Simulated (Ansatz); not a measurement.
# LiMgF3 (built on the sites of a database entry of BaLiF3): a soft mode frozen in, part 2 of 2

Wanted: the energy along a soft mode of LiMgF3 (built on the sites of a database entry of BaLiF3) and the structure at the end.

Ansatz 0.2.0; DFT PBEsol, scalar-relativistic, plane waves, PAW.

So far, highest frequency on the path or at a solved wavevector (cm⁻¹): step 2 (the dispersion) 749. Also lowest frequency on the path (cm⁻¹): step 2 -287.

The structure was built from a prototype and need not be the compound's stable phase.

## Step 4: The mode frozen in, largest atomic shift 0.6 Å

The atoms are moved along the unstable eigenvector, the largest shift by 0.6 Å, with the cell fixed.

File input.yaml:

```yaml
crystal:
  lattice:
    - [3.5809645263, 3.5809645263, 0.0]
    - [3.5809645263, 0.0, 3.5809645263]
    - [3.5809645263, 0.0, -3.5809645263]
  atoms:
    - { symbol: Mg, position: [0.0, 0.5, 0.5] }
    - { symbol: Mg, position: [0.0, 0.0, 1.0] }
    - { symbol: Li, position: [0.5, 0.25, 0.75] }
    - { symbol: Li, position: [0.5, 0.75, 0.25] }
    - { symbol: F, position: [0.3815224039, 0.6184775961, 0.0] }
    - { symbol: F, position: [0.6184775961, -0.1184775961, 0.5] }
    - { symbol: F, position: [0.3815224039, 0.5, 0.5] }
    - { symbol: F, position: [0.6184775961, 0.0, 0.0] }
    - { symbol: F, position: [0.0, 1.1184775961, 0.5] }
    - { symbol: F, position: [0.0, 0.3815224039, 0.0] }
kpoints:
  mp_grid: { grid: [6, 6, 6] }
hamiltonian:
  xc: pbesol
scf:
  occupations: { method: gaussian, width: 0.02 }
output:
  forces: true
  stress: true
  eigenvalues: true
```

On the command line:

```
ansatz run input.yaml --threads 4 --pin off --max-ram 7168MiB --backend cpu --events-out ev --progress --plain --runs-dir out
```

Numbers of over 12 decimals in the logs are rounded to 6 here.

What it wrote:

```text
[...]
Crystal: 10 atoms, lattice volume = 91.840 Å³
Basis set: ecut = 420 eV, 1807 PW (Γ), exchange–correlation on 72×72×72 points (8 copies of the dense FFT grid, shifted against one another)
Bands: 44, of which v1, the nominal top of the filled ones, is band 34 counted from 1 (33 counted from 0)
Symmetry: 12 space group operations
[...]
k-points: 32 of 216
[...]
k-point 0: bands = [... 30 lower, 2.4939, 2.6431, 2.6431, 3.0958, 9.1911, 13.7571, 15.5475, 16.3340, ... 5 higher]
  k-point 1: bands = [... 30 lower, 2.4314, 2.6815, 2.6815, 2.7741, 9.6189, 13.7605, 14.9282, 16.3037, ... 5 higher]
  k-point 2: bands = [... 30 lower, 2.2899, 2.2899, 2.5260, 2.5260, 10.6657, 13.1589, 14.8046, 15.8933, ... 5 higher]
  k-point 31: bands = [... 30 lower, 2.3793, 2.3793, 2.6570, 2.6570, 12.3796, 12.3796, 14.1863, 14.1863, ... 5 higher]
[key lines of the parts left out:]
SCF converged after 7 iterations
Free energy (F): -9047.158838 eV
Fermi energy:    6.143460 eV
P = ⅓ Tr σ = 2.6393 GPa (26.393 kbar)
```

The job ended after 4.3 s (4 threads of Arm Neoverse N1, shared host; peak memory 0.44 GiB; 14 s of CPU time).

This step gave:

| Property | Result |
| --- | --- |
| pressure | 2.639 GPa |
| gap on the k-mesh | 6.095 eV |
| energy from the undistorted cell | -336.2 meV/atom |

The energy, extrapolated to zero smearing, is -336.19 meV/atom against the undistorted cell.

The run ends at a pressure of 2.64 GPa, with forces up to 0.48 eV/Å.

## Step 5: Energy along the mode, all amplitudes (two of the runs are shown above)

An imaginary frequency means negative curvature, so the energy should fall and then rise again as anharmonic terms take over.

Numbers from this step:

| Property | Result |
| --- | --- |
| depth at the lowest point sampled | 336.2 meV/atom |
| largest atomic shift at that point | 0.6 Å |

The energy from the parent by largest atomic shift:

| largest atomic shift (Å) | energy from the parent (meV/atom) |
| --- | --- |
| 0.000 | 0 |
| 0.040 | -2.75 |
| 0.080 | -10.9 |
| 0.140 | -32.7 |
| 0.220 | -77.0 |
| 0.320 | -150 |
| 0.450 | -252 |
| 0.600 | -336 |

Displacement at unit largest shift by atom:

| atom | x (Å) | y (Å) | z (Å) | size |
| --- | --- | --- | --- | --- |
| Mg1 | 0.000 | 0.000 | 0.000 | 0.000 |
| Mg2 | 0.000 | 0.000 | 0.000 | 0.000 |
| Li3 | 0.000 | 0.000 | 0.000 | 0.000 |
| Li4 | 0.000 | 0.000 | 0.000 | 0.000 |
| F5 | 0.000 | -0.707 | 0.707 | 1.000 |
| F6 | 0.000 | 0.707 | -0.707 | 1.000 |
| F7 | -0.707 | -0.707 | 0.000 | 1.000 |
| F8 | 0.707 | 0.707 | 0.000 | 1.000 |
| F9 | 0.707 | 0.000 | 0.707 | 1.000 |
| F10 | -0.707 | 0.000 | -0.707 | 1.000 |

The lowest of the steps tried is the last one, at 0.6 Å, 336 meV/atom below the parent; the bottom of the well need not coincide with a step.

## Step 6: Relaxing from the distorted cell

Starting from the lowest point found, all atoms and the cell are let go, so that strain and other modes of the same symmetry can join in.

Changes to input.yaml since step 4:

```diff
@@ -21,3 +21,3 @@
 scf:
-  occupations: { method: gaussian, width: 0.02 }
+  occupations: { method: fixed }
 output:
@@ -26 +26,10 @@
   eigenvalues: true
+  write_density: true
+  write_potential: true
+  elf: true
+  volumetric_format: npy
+relax:
+  adjacent_minimum: "off"
+  f_tol: 0.002
+  max_steps: 120
+  cell: { stress_tol: 0.03 }
```

What it wrote:

```text
[...]
Crystal: 10 atoms, lattice volume = 91.840 Å³
Basis set: ecut = 420 eV, 1807 PW (Γ), exchange–correlation on 72×72×72 points (8 copies of the dense FFT grid, shifted against one another)
Bands: 44, of which v1, the nominal top of the filled ones, is band 34 counted from 1 (33 counted from 0)
Symmetry: 12 space group operations
[...]
k-points: 32 of 216
[...]
SCF iter   1: F=—  HF=-9047.203021 eV  |F-HF|=—  |Δ(HF+E_count)|=         —  Δρ=1.60e-2  dr2=1.39e-1  ethr=1.77e-3  ⟨swp⟩=5.0  Hψ=5144  notcnv=0  defer=254
[...]
SCF iter   7: F=-9047.158838 eV  HF=-9047.158838 eV  |F-HF|=7.66e-10  |Δ(HF+E_count)|=   9.48e-8  Δρ=1.04e-6  dr2=1.10e-9  ethr=1.47e-10  ⟨swp⟩=15.7  Hψ=10789  notcnv=0
SCF 1 converged in 7 iterations: F = -9047.158838 eV  dr2 = 1.10e-9
[...]
relax step   1: F+E_penalty+E_count = -9047.15883786 eV  Δ(F+E_penalty+E_count) = +0.000e0 eV  max|allowed force component| = 3.409e-1 eV/Å  Δτ_max = 0.0000 Å  P = +2.639 GPa  Ω = 91.840 Å³  (7 SCF iters, dr2 threshold 1.00e-7 eV, accepted)
Crystal: 10 atoms, lattice volume = 93.487 Å³
Basis set: ecut = 420 eV, 1831 PW (Γ), exchange–correlation on 72×72×72 points (8 copies of the dense FFT grid, shifted against one another)
[...]
iter 1 solved again at ethr=3.55e-6 eV; its pass at ethr=3.10e-3 eV (dr2=2.42e-3 eV) is discarded
[...]
SCF iter   5: F=-9047.228690 eV  HF=-9047.228690 eV  |F-HF|=4.28e-8  |Δ(HF+E_count)|=   2.05e-7  Δρ=1.35e-5  dr2=8.97e-8  ethr=1.47e-9  ⟨swp⟩=14.7  Hψ=11275  notcnv=0
SCF 2 converged in 5 iterations: F = -9047.228690 eV  dr2 = 8.97e-8
[...]
relax step   2: F+E_penalty+E_count = -9047.22868997 eV  Δ(F+E_penalty+E_count) = -6.985e-2 eV  max|allowed force component| = 2.532e-1 eV/Å  Δτ_max = 0.0246 Å  P = +1.390 GPa  Ω = 93.487 Å³  energy of the carried Pulay correction = -8.523e-3 eV  (5 SCF iters, dr2 threshold 1.00e-6 eV, accepted)
Crystal: 10 atoms, lattice volume = 96.771 Å³
Basis set: ecut = 420 eV, 1917 PW (Γ), exchange–correlation on 72×72×72 points (8 copies of the dense FFT grid, shifted against one another)
[...]
SCF iter   6: F=-9047.286440 eV  HF=-9047.286440 eV  |F-HF|=1.76e-8  |Δ(HF+E_count)|=   2.93e-7  Δρ=7.82e-6  dr2=3.35e-8  ethr=1.47e-9  ⟨swp⟩=14.2  Hψ=11247  notcnv=0
SCF 3 converged in 6 iterations: F = -9047.286440 eV  dr2 = 3.35e-8
relax step   3: F+E_penalty+E_count = -9047.28644011 eV  Δ(F+E_penalty+E_count) = -5.775e-2 eV  max|allowed force component| = 4.450e-2 eV/Å  Δτ_max = 0.0556 Å  P = +0.603 GPa  Ω = 96.771 Å³  energy of the carried Pulay correction = -2.507e-2 eV  (6 SCF iters, dr2 threshold 1.00e-6 eV, accepted)
[... from here on, the SCF cycles and remarks between the steps are left out ...]
relax step   4: F+E_penalty+E_count = -9047.28393441 eV  Δ(F+E_penalty+E_count) = +2.506e-3 eV  max|allowed force component| = 2.278e-2 eV/Å  Δτ_max = 0.0058 Å  P = -0.417 GPa  Ω = 97.448 Å³  energy of the carried Pulay correction = -2.841e-2 eV  (5 SCF iters, dr2 threshold 1.00e-6 eV, accepted)
relax step   5: F+E_penalty+E_count = -9047.28618685 eV  Δ(F+E_penalty+E_count) = -2.252e-3 eV  max|allowed force component| = 5.048e-4 eV/Å  Δτ_max = 0.0018 Å  P = -0.000 GPa  Ω = 97.109 Å³  energy of the carried Pulay correction = -2.674e-2 eV  (4 SCF iters, dr2 threshold 5.18e-7 eV, accepted)
relax step   6: F+E_penalty+E_count = -9047.32419721 eV  Δ(F+E_penalty+E_count) = -3.801e-2 eV  max|allowed force component| = 4.219e-4 eV/Å  Δτ_max = 0.0000 Å  P = +0.730 GPa  Ω = 97.109 Å³  stress off target by 8.14e-1 GPa  SCF on the basis re-selected at this cell (its energy is not comparable with the rows above)  (6 SCF iters)
relax step   7: F+E_penalty+E_count = -9047.32185557 eV  Δ(F+E_penalty+E_count) = +2.342e-3 eV  max|allowed force component| = 2.156e-3 eV/Å  Δτ_max = 0.0039 Å  P = +0.133 GPa  Ω = 98.075 Å³  energy of the carried Pulay correction = -4.972e-3 eV  (5 SCF iters, dr2 threshold 1.00e-6 eV, accepted)
relax step   8: F+E_penalty+E_count = -9047.32084108 eV  Δ(F+E_penalty+E_count) = +1.014e-3 eV  max|allowed force component| = 2.348e-5 eV/Å  Δτ_max = 0.0005 Å  P = -0.009 GPa  Ω = 98.278 Å³  energy of the carried Pulay correction = -6.053e-3 eV  (5 SCF iters, dr2 threshold 5.13e-8 eV, accepted)
relax step   9: F+E_penalty+E_count = -9047.32678574 eV  Δ(F+E_penalty+E_count) = -5.945e-3 eV  max|allowed force component| = 6.898e-5 eV/Å  Δτ_max = 0.0000 Å  P = +0.041 GPa  Ω = 98.278 Å³  stress off target by 6.52e-2 GPa  SCF on the basis re-selected at this cell (its energy is not comparable with the rows above)  (5 SCF iters)
relax step  10: F+E_penalty+E_count = -9047.32643299 eV  Δ(F+E_penalty+E_count) = +3.528e-4 eV  max|allowed force component| = 4.782e-5 eV/Å  Δτ_max = 0.0002 Å  P = +0.002 GPa  Ω = 98.350 Å³  energy of the carried Pulay correction = -3.665e-4 eV  (4 SCF iters, dr2 threshold 1.06e-8 eV, accepted)
[...]
SCF iter   5: F=-9047.326740 eV  HF=-9047.326740 eV  |F-HF|=1.82e-12  |Δ(HF+E_count)|=  3.09e-11  Δρ=7.94e-8  dr2=2.17e-12  ethr=1.00e-12  ⟨swp⟩=13.2  Hψ=8973  notcnv=0
SCF 11 converged in 5 iterations: F = -9047.326740 eV  dr2 = 2.17e-12
relax step  11: F+E_penalty+E_count = -9047.32673967 eV  Δ(F+E_penalty+E_count) = -3.067e-4 eV  max|allowed force component| = 4.420e-5 eV/Å  Δτ_max = 0.0000 Å  P = +0.004 GPa  Ω = 98.350 Å³  stress off target by 8.62e-3 GPa  SCF on the basis re-selected at this cell (its energy is not comparable with the rows above)  (5 SCF iters)
[...]
SCF converged after 5 iterations
Free energy (F): -9047.326740 eV
[...]
Internal energy: -9047.326740 eV  (E = F + TS)
E sigma→0 (E₀):  -9047.326740 eV
Fermi energy:    2.320566 eV
[...]
--- Forces (eV/Å), atoms counted from 1 ---
  atom   1  Mg     0.00000000    -0.00000000     0.00000000
  atom   2  Mg     0.00000000     0.00000000    -0.00000000
  atom   3  Li     0.00000000    -0.00000000     0.00000000
  atom   4  Li     0.00000000     0.00000000     0.00000000
  atom   5  F      0.00000000     0.00004420    -0.00004420
  atom   6  F      0.00000000    -0.00004420     0.00004420
  atom   7  F      0.00004420     0.00004420     0.00000000
  atom   8  F     -0.00004420    -0.00004420    -0.00000000
  atom   9  F     -0.00004420     0.00000000    -0.00004420
  atom  10  F      0.00004420    -0.00000000     0.00004420
  max |Σ_I F_I| component: 7.39e-19 eV/Å
--- Stress (GPa, compression-positive) ---
        0.004147      -0.002237      -0.002237
       -0.002237       0.004147       0.002237
       -0.002237       0.002237       0.004147
  P = ⅓ Tr σ = 0.0041 GPa (0.041 kbar)
--- Band table (eV; the first three rows and the last of 32) ---
  k-point 0: bands = [... 30 lower, 1.7734, 1.7939, 1.7939, 2.3206, 8.3769, 13.3566, 14.1915, 14.9192, ... 6 higher]
  k-point 1: bands = [... 30 lower, 1.6128, 1.9115, 1.9115, 2.0193, 8.7778, 13.1503, 13.7594, 14.8471, ... 6 higher]
  k-point 2: bands = [... 30 lower, 1.4848, 1.4848, 1.7747, 1.7747, 9.7603, 12.1714, 13.9101, 14.6216, ... 6 higher]
  k-point 31: bands = [... 30 lower, 1.6352, 1.6352, 1.8740, 1.8740, 11.4426, 11.4426, 13.1016, 13.1016, ... 6 higher]
--- Relaxed structure (8 steps of the walk, 8 accepted, 3 SCFs on fresh bases) ---
  F+E_penalty+E_count = -9047.32673967 eV   max|allowed force component| = 4.420e-5 eV/Å   (the final SCF, on the basis selected at the relaxed cell)
  cell:  # Å, volume = 98.3505 Å³
    - [3.655231, 3.655231, -1.214306433183765e-17]
    - [3.655231, -6.938893903907228e-18, 3.655231]
    - [3.672134, -0.016904, -3.672134]
  atoms:
    - { symbol: Mg, position: [1.8211208365967457e-19, 0.5, 0.500000] }
    - { symbol: Mg, position: [0.0, 0.0, 1.000000] }
    - { symbol: Li, position: [0.5, 0.250000, 0.750000] }
    - { symbol: Li, position: [0.500000, 0.75, 0.250000] }
    - { symbol: F, position: [0.365586, 0.634414, 1.1102230246251565e-16] }
    - { symbol: F, position: [0.634414, -0.134414, 0.500000] }
    - { symbol: F, position: [0.365586, 0.500000, 0.500000] }
    - { symbol: F, position: [0.634414, -1.60190804139957e-18, 1.587227593502017e-18] }
    - { symbol: F, position: [-8.673617379884035e-19, 1.134414, 0.500000] }
    - { symbol: F, position: [5.421010862427522e-19, 0.365586, 0.0] }
```

Run time: 54 s. Hardware: 4 threads; peak memory 0.48 GiB; 3.2 min of CPU time.

Step by step:

| step | energy less that of the first step (eV) | largest force component (eV/Å) | pressure (GPa) | volume (Å³) |
| --- | --- | --- | --- | --- |
| 1 | 0.0000 | 0.3409 | 2.64 | 91.84 |
| 2 | -0.0699 | 0.2532 | 1.39 | 93.49 |
| 3 | -0.1276 | 0.0445 | 0.60 | 96.77 |
| 4 | -0.1251 | 0.0228 | -0.42 | 97.45 |
| 5 | -0.1273 | 0.0005 | 0.00 | 97.11 |
| 6* | -0.1654 | 0.0004 | 0.73 | 97.11 |
| 7 | -0.1630 | 0.0022 | 0.13 | 98.08 |
| 8 | -0.1620 | 0.0000 | -0.01 | 98.28 |
| 9* | -0.1679 | 0.0001 | 0.04 | 98.28 |
| 10 | -0.1676 | 0.0000 | 0.00 | 98.35 |
| 11* | -0.1679 | 0.0000 | 0.00 | 98.35 |

Relaxation steps marked * repeat the geometry before them on a plane-wave basis chosen anew for their cell, so energy and pressure can jump there.

The run keeps the 12 symmetry operations that it works with, so distortions that break them were not tested.

| conventional cell, symmetrised | before | after | change |
| --- | --- | --- | --- |
| a (Å) | 5.064 | 5.169 | +2.1 % |
| b (Å) | 5.064 | 5.169 | +2.1 % |
| c (Å) | 12.405 | 12.750 | +2.8 % |
| volume (Å³/atom) | 9.18 | 9.84 | +7.1 % |

The atoms that moved most (Å, as changes of fractional coordinates times the final cell):

| atom | dx | dy | dz | length |
| --- | --- | --- | --- | --- |
| F8 | 0.058 | 0.058 | 0.000 | 0.082 |
| F10 | -0.058 | 0.000 | -0.058 | 0.082 |
| F5 | 0.000 | -0.058 | 0.058 | 0.082 |
| F7 | -0.058 | -0.058 | 0.000 | 0.082 |
| F6 | 0.000 | 0.058 | -0.058 | 0.082 |
| F9 | 0.058 | 0.000 | 0.058 | 0.082 |

The relaxed structure:

```xyz
10
Lattice="3.6552 3.6552 0.0000 3.6552 0.0000 3.6552 3.6721 -0.0169 -3.6721" Properties=species:S:1:pos:R:3 pbc="T T T"
Mg    3.6637   -0.0085   -0.0085
Mg    3.6721   -0.0169   -3.6721
Li    5.4955    1.8149   -1.8403
Li    5.4871    1.8234    1.8234
F     3.6552    1.3363    2.3189
F     3.6637    2.3105   -2.3274
F     5.0000    1.3279   -0.0085
F     2.3189    2.3189    0.0000
F     5.9826   -0.0085    2.3105
F     1.3363    0.0000    1.3363
```

This step gave:

```
pressure          : 0.004147 GPa
gap on the k-mesh : 6.056 eV
volume per atom   : 9.835 Å³
```

Electrostatic potential energy in the ac plane of the conventional cell at fractional y = 0.000, with atoms of Mg and Li and F within 0.2 Å of it. With pseudopotentials it is smooth inside the atoms' cores, unlike the true potential.

Values in eV, 24 rows by 14 columns, each cell a mean:
```
-19  -7   5   9   9   9   9   9   5  -3   0   6   0 -15
  4   6   8   9   9   9   8   6 -21 -37 -33  -6   7   5
  8   8   9  10   9   9   8   7 -13 -30 -25   0   9   8
  4   6   8   9   9   9   9   9   8   6   7   8   6   5
-17  -6   3   6   0  -4   4   9  10   9   8   5  -2 -13
-40 -32  -4  -7 -34 -38 -26   6  10   9   7   1 -20 -40
-38 -25  -2  -2 -26 -32 -18   7  10   9   7   2 -14 -36
 -6  -1   5   8   7   5   8   9  10   9   8   6   2  -4
  6   7   8   9   9   9   9   8   5  -3   0   8   8   6
  8   8   9  10   9   9   8   6 -21 -37 -33  -5   8   8
 -2   4   8   9   9   9   8   7 -13 -31 -26  -1   6   0
-26 -11   4   8   9   9   9   9   8   6   7   7  -3 -21
-19  -7   5   4  -3   1   8   9   9   9   9   7   0 -15
  4   6   5 -24 -37 -32  -3   8   8   9   9   9   7   5
  8   8   7 -16 -31 -24   1   8   8   9  10  10   9   8
  4   6   7   8   6   7   9   9   9   9   9   8   6   5
-17  -7   2   7   9  10  10   7  -2  -4   5   5  -2 -13
-40 -32  -5   5   8   9   9 -11 -35 -37 -20   0 -19 -39
-38 -26  -3   5   8  10  10  -5 -29 -31 -12   2 -14 -35
 -6  -1   4   8   9  10   9   9   7   6   8   6   2  -4
  6   7   8   4  -3   1   8   9   9   9   9   9   8   6
  8   8   5 -24 -37 -31  -3   8   8   9  10  10   9   8
 -2   3   5 -16 -31 -24   1   8   9   9   9   8   6   0
-26 -11   4   7   6   7   9   9   9   9   9   7  -3 -21
```
Columns run along a (5.2 Å; values clipped at the 3rd and 97th percentile), rows up along c (12.7 Å), edges of the conventional cell, whose origin can differ from the input's. Atoms in or near the plane, at fractional coordinates: Mg at (0.00, 0.25), Mg at (0.00, 0.75), Li at (0.00, 0.50), Li at (0.00, 0.00), F at (0.33, 0.42), F at (0.67, 0.58), F at (0.70, 0.92), F at (0.30, 0.08), F at (0.63, 0.25), F at (0.37, 0.75).

ELF in the ac plane of the conventional cell at fractional y = 0.000, with atoms of Mg and Li and F within 0.2 Å of it. It is the smooth field of the valence electrons, not physical close to the nuclei.

Values, 24 rows by 14 columns, each cell a mean:
```
0.68 0.25 0.02 0.04 0.06 0.05 0.07 0.30 0.59 0.70 0.67 0.43 0.14 0.51
0.03 0.03 0.04 0.03 0.02 0.03 0.19 0.62 0.77 0.67 0.74 0.76 0.37 0.05
0.02 0.03 0.04 0.03 0.02 0.02 0.15 0.55 0.76 0.74 0.77 0.73 0.39 0.06
0.01 0.02 0.03 0.06 0.14 0.17 0.10 0.15 0.38 0.55 0.54 0.36 0.13 0.02
0.23 0.10 0.12 0.47 0.68 0.72 0.62 0.28 0.07 0.06 0.06 0.03 0.05 0.19
0.31 0.31 0.22 0.71 0.71 0.62 0.77 0.64 0.20 0.02 0.02 0.03 0.24 0.35
0.37 0.28 0.20 0.68 0.76 0.72 0.78 0.57 0.16 0.02 0.02 0.03 0.19 0.37
0.10 0.04 0.08 0.31 0.52 0.57 0.43 0.15 0.09 0.15 0.15 0.08 0.03 0.08
0.02 0.03 0.03 0.03 0.05 0.06 0.07 0.26 0.56 0.70 0.69 0.52 0.22 0.04
0.02 0.03 0.04 0.03 0.02 0.03 0.19 0.62 0.78 0.68 0.73 0.76 0.43 0.07
0.13 0.04 0.03 0.03 0.02 0.02 0.15 0.56 0.76 0.73 0.76 0.71 0.29 0.10
0.88 0.39 0.04 0.09 0.15 0.13 0.07 0.17 0.42 0.56 0.51 0.27 0.16 0.73
0.67 0.24 0.26 0.61 0.70 0.66 0.44 0.13 0.05 0.06 0.05 0.03 0.09 0.53
0.03 0.18 0.64 0.78 0.66 0.74 0.74 0.37 0.06 0.02 0.03 0.04 0.03 0.03
0.03 0.21 0.61 0.78 0.74 0.77 0.69 0.30 0.05 0.02 0.03 0.03 0.03 0.03
0.02 0.06 0.25 0.48 0.57 0.48 0.24 0.09 0.14 0.16 0.09 0.04 0.02 0.02
0.23 0.11 0.03 0.05 0.06 0.05 0.15 0.49 0.70 0.71 0.59 0.26 0.07 0.19
0.31 0.35 0.09 0.02 0.02 0.08 0.45 0.78 0.69 0.64 0.77 0.42 0.21 0.35
0.37 0.31 0.06 0.02 0.02 0.06 0.38 0.75 0.75 0.73 0.77 0.40 0.18 0.36
0.10 0.04 0.05 0.12 0.17 0.12 0.09 0.31 0.54 0.57 0.41 0.17 0.03 0.08
0.02 0.11 0.39 0.64 0.71 0.65 0.40 0.12 0.06 0.06 0.04 0.03 0.03 0.02
0.03 0.23 0.66 0.78 0.67 0.74 0.73 0.37 0.06 0.02 0.03 0.04 0.04 0.03
0.13 0.13 0.55 0.78 0.73 0.76 0.69 0.31 0.05 0.02 0.03 0.03 0.03 0.09
0.87 0.38 0.14 0.43 0.56 0.50 0.28 0.08 0.10 0.16 0.13 0.05 0.15 0.74
```
Columns run along a (5.2 Å), rows up along c (12.7 Å), edges of the conventional cell, whose origin can differ from the input's. Atoms in or near the plane, at fractional coordinates: Mg at (0.00, 0.25), Mg at (0.00, 0.75), Li at (0.00, 0.50), Li at (0.00, 0.00), F at (0.33, 0.42), F at (0.67, 0.58), F at (0.70, 0.92), F at (0.30, 0.08), F at (0.63, 0.25), F at (0.37, 0.75).

Valence density in the ac plane of the conventional cell at fractional y = 0.000, with atoms of Mg and Li and F within 0.2 Å of it. It is the smooth field of the valence electrons, not physical close to the nuclei.

Ten steps, logarithmic in the rise over the least value, from '_' (0 e/Å³) to '@' (19 e/Å³), each cell a mean:
```
**--__________..--==--::..++
______________::**%%##==..__
______________::++##**==..__
________________..::::..____
==..__::--==--..__________--
@@##::==##%%**--________==@@
%%**::--**##**::________--%%
..____..::::::____________..
______________..--==--::____
______________::**%%##==..__
..____________::++##**==....
##==____________..::::..::**
**--..--==--::__________..++
____--**%%##==..____________
____::++##**--..____________
______::::::..______________
==..__________::====::....--
@@##..______..++%%%%**::==@@
%%**..______..==####++::--%%
..____________..::::..____..
____..--==--::______________
____--**%%##==..____________
....::++##**--..__________..
##==..::::::..__________::**
```
Columns run along a (5.2 Å), rows up along c (12.7 Å), edges of the conventional cell, whose origin can differ from the input's. Atoms in or near the plane, at fractional coordinates: Mg at (0.00, 0.25), Mg at (0.00, 0.75), Li at (0.00, 0.50), Li at (0.00, 0.00), F at (0.33, 0.42), F at (0.67, 0.58), F at (0.70, 0.92), F at (0.30, 0.08), F at (0.63, 0.25), F at (0.37, 0.75).

The distorted start has space group R-3c; the relaxation ends in R-3c.

## Step 7: What came out

```json
{
  "unstable mode of the parent": "q = (-0.5, -0.5, -0.5), 286i cm⁻¹",
  "depth at the lowest point sampled": "336 meV/atom",
  "largest atomic shift at that point": "0.6 Å",
  "space group reached (within 0.01 Å)": "R-3c",
  "energy gained over the parent (first relaxation, on the mesh of the frozen mode)": "353 meV/atom",
  "volume per atom, phase reached": "9.84 Å³",
  "gap on the k-mesh, phase reached": "6.06 eV"
}
```

Along this mode the structure falls into R-3c, 353 meV/atom below the parent. At the parent's cell the well is 336.2 meV/atom deep on the steps tried, with its lowest point at a shift of 0.6 Å. That is the last step tried, so the steps alone don't bracket the bottom of the well. Relaxing atoms and cell changes the gain by +16.79 meV/atom against the lowest step (energies at zero smearing). The modes of the phase reached were not computed on this path. Of the 4 patterns followed to their end from this parent, this one ends 54.1 meV/atom above the lowest, Imma. Each path keeps the symmetry of its pattern, so a lower phase may lie along a pattern not tried. The starting cell was built on a prototype and not taken from a measurement, so the phase need not exist.

[Logs are printed without paths, hosts, clocks, repeated set-up lines and the standing remarks that a program may print on its own settings, such as how far it seeks lower states.]

[Hosts, paths, dates, database ids (printed as entryN), source tags and the programs' standing remarks are cut or masked in the printed files.]
